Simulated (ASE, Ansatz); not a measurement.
# C(111) slab, H on the bottom face (144 atoms): support functions against a reference, part 2 of 2

Aim: test how closely localised support functions follow the reference on C(111) slab, H on the bottom face (144 atoms), and at what cost. A setting counts as converged where the r.m.s. difference of forces stays under 1 % of the r.m.s. force.

Ansatz 0.2.0; Kohn-Sham DFT, PBE+D3(BJ), PAW (set soft_2), plane waves.

The cell: 128 C and 16 H. Beside vacuum, support functions can miss their usual error bounds without a warning. The main run has no spin polarisation.

So far: Starting point; Plane-wave single point; Distances and neighbours.

**3. Distances and neighbours (continued)**

Bond length by coordination (bonds to H left out):

```tsv
element	coordination	atoms	mean bond length (Å)
C	3	16	1.55
C	4	112	1.54
```

For some of the pairs, g(r) has its first main peak near 1.54 Å (C-C), 1.08 Å (C-H) and 2.52 Å (H-H). By these cutoffs 88 % of C atoms have 4 and all H atoms have 1 bonded neighbour. The C-C-C angle averages 109° with a spread of 1.6°.

Local excerpt of 13 atoms (numbers count through the whole input) about C71, which has 3 bonded neighbours where the commonest count for C is 4; x, y, z are measured from there.

```tsv
atom	x	y	z	distance (Å)	bonds	intrinsic-atomic-orbital charge (e)	Fx	Fy	Fz (eV/Å)
C71	0.00	0.00	0.00	0.00	3	-0.01	-0.51	-0.94	-3.88
C104	1.24	0.70	-0.48	1.51	4	-0.02	0.84	0.14	4.53
C72	-1.29	0.69	-0.49	1.54	4	-0.03	0.12	-0.17	4.72
C96	-0.01	-1.51	-0.50	1.59	4	-0.02	0.32	1.39	4.02
C101	1.25	0.72	-2.04	2.50	4	0.04	0.43	-0.20	-0.66
C69	-1.28	0.64	-2.06	2.51	4	0.03	-0.01	1.98	0.02
C79	1.27	2.17	0.01	2.51	3	-0.02	-0.81	0.12	-3.74
C47	-1.32	2.14	0.00	2.51	3	0.00	1.40	-0.01	-4.06
C95	1.25	-2.19	0.03	2.52	3	-0.02	0.24	-0.57	-4.36
C63	-1.24	-2.20	0.01	2.53	3	-0.01	-1.14	-0.82	-4.31
C103	2.55	-0.06	0.02	2.55	3	-0.02	-0.85	0.70	-4.12
C93	-0.03	-1.51	-2.06	2.56	4	0.03	0.40	0.55	-0.13
C39	-2.57	-0.04	0.05	2.57	3	-0.04	0.12	0.31	-4.09
```

The column of bonds counts only the pairs C-C within 1.85 Å, C-H within 1.34 Å; other neighbours, such as metal atoms beside each other in a compound, aren't counted, and periodic images can show an atom twice.

**4. Support functions medium**

The cell is solved in localised support functions.

This step: Kohn-Sham DFT, PBE+D3(BJ), PAW (set soft_2), localised support functions (medium) (Ansatz 0.2.0).

File input.yaml:

```yaml
crystal:
  lattice:
    - [10.089, 0.0, 0.0]
    - [-5.0445, 8.73733, 0.0]
    - [0.0, 0.0, 17.78308]
  atoms:
    [... the 144 atom lines of step 2 ...]
kpoints:
  mp_grid: { grid: [2, 2, 1] }
hamiltonian:
  xc: pbe
  dispersion: d3bj
scf:
  occupations: { method: fermi_dirac, width: 0.05 }
  eigensolver: { kind: { support_functions: { accuracy: medium } } }
  mixing: { beta: 0.4 }
  max_iter: 150
output:
  forces: true
  eigenvalues: true
```

On the command line:

```console
$ ansatz run input.yaml --threads 8 --pin off --max-ram 15872MiB --backend cpu --events-out ev --progress --plain --runs-dir out
```

Numbers of over 12 decimals in the logs are rounded to 6 here.

Output:

```text
Warning: scf.eigensolver.kind.support_functions: disabling space-group detection — the functions' gradient is summed over unrotated k-points, so no spatial operation reduces the k-mesh or symmetrises the density; time reversal is kept, so that k and −k are solved as one point where they differ and the mesh holds both, and exact exchange and, on two spinor components, a DFT+U term hold to it where the run has them: [...]
settings of this run that can trade accuracy for cost: scf.eigensolver.kind.support_functions [...]
[...]
Crystal: 144 atoms, lattice volume = 1567.595 Å³
Basis set: ecut = 420 eV, 30671 PW (Γ), exchange–correlation on 144×144×240 points (8 copies of the dense FFT grid, shifted against one another)
Bands: 317, of which v1, the nominal top of the filled ones, is band 264 counted from 1 (263 counted from 0)
Symmetry: 1 space group operations
k-points: 4
[...]
SCF iter   1: F=—  HF=-32354.442507 eV  |F-HF|=—  |Δ(HF+E_count)|=         —  Δρ=8.76e-2  dr2=1.04e2  ethr=1.00e-1
[...]
SCF iter  18: F=—  HF=-32341.158699 eV  |F-HF|=—  |Δ(HF+E_count)|=   4.23e-4  Δρ=1.63e-5  dr2=5.77e-6  ethr=2.87e-9  κ⁻¹=1.0e-5(r=7)
SCF iter  19: F=-32341.158703 eV  HF=-32341.158702 eV  |F-HF|=2.39e-7  |Δ(HF+E_count)|=   3.10e-6  Δρ=9.40e-6  dr2=2.17e-6  ethr=1.09e-9
SCF 1 converged in 19 iterations: F = -32341.168092 eV  dr2 = 2.17e-6
[...]
SCF converged after 19 iterations
Stability not checked: this state was not tested for a lower state beside it, because the mixer in use, unlike msr1, does not test its closes by its own steps (another_mixer; see scf.mixing.algorithm and scf.lower_state_search)
Free energy (F): -32341.168092 eV
[...]
Internal energy: -32340.442616 eV  (E = F + TS)
E sigma→0 (E₀):  -32340.805354 eV
Entropy (-TS):   -0.725476 eV (-5.038 meV/atom)
Fermi energy:    4.480415 eV
[...]
Σ components = -32341.168092   (vs F -32341.168092, Δ=0.00e0)
--- Forces (eV/Å), atoms counted from 1 ---
  atom   1  C     -0.96709766     0.16332932    -1.01935627
  atom   2  C      0.18301247    -0.62531926     3.94729114
  atom   3  C      1.11800492     0.27924418    -2.13625311
  atom   4  C     -0.56625535     0.91635892     0.56002888
[...]
atom 144  H     -0.10641118    -0.09607584    -0.69251830
  max |Σ_I F_I| component: 2.83e-3 eV/Å
--- Band table (eV) ---
[...]
```

Run time: 1.8 min. Hardware: 8 threads of Arm Neoverse V2, shared host; peak memory 3.7 GiB.

The program notes that the band table was not solved further than the SCF left it and it switched symmetry off.

Keys that differ from the reference: support_functions.accuracy = "medium", scf.max_iter = 150 and scf.mixing.beta = 0.4.

Forces differ from the reference by 2.5 meV/Å r.m.s., 0.16 % of their size, well within a tolerance of 1 %; the energy by -3.9 meV/atom.

**5. All settings compared**

Differences are against the plane-wave reference (Kohn-Sham DFT, PBE+D3(BJ), PAW (set soft_2), plane waves), whose r.m.s. force component is 1.53 eV/Å. Energies are set beside the reference only for runs with its functional, potentials and electron count. Times are for 8 threads of Arm Neoverse V2, shared host. The reference's time includes the DOS and grids, which some other runs skip.

```tsv
run	Δ force, r.m.s. (meV/Å)	share of r.m.s. force (%)	Δ energy (meV/atom)	cycles	time	host memory (GiB)
reference	-	-	-	22	96 s	11
support functions medium	2.48	0.163	-3.86	19	1.8 min	3.7
```

**6. What came out**

| Property | Result |
| --- | --- |
| free energy per atom | -224.5876 eV/atom |
| r.m.s. force component | 1.526 eV/Å |
| wall time of the 2 DFT runs | 3.4 min |

**Reading.** Against plane waves at 420 eV, the forces differ by 2.5 meV/Å (0.16 %) with support functions medium. Differences between support functions and plane waves include what basis error the plane-wave run still has.

61 levels are partly filled, by over 2 % (on the run's k-points): no clear gap opens at this level. Levels of broken or missing bonds inside a gap of the host would look the same. Counting bonds as in the table, 88 % of C atoms have 4 and all H atoms have 1 bonded neighbour.

**Limits.** The geometry was built by rule, was displaced at random and isn't relaxed at this level: its force components are 1.5 eV/Å r.m.s. The slab bears a dipole and has periodic images along its normal, so a spurious field crosses the vacuum.

[Logs are printed without paths, hosts, clocks, repeated set-up lines and the standing remarks that a program may print on its own settings, such as how far it seeks lower states.]

[Hosts, paths, dates, database ids (printed as entryN), source tags and the programs' standing remarks are cut or masked in the printed files.]
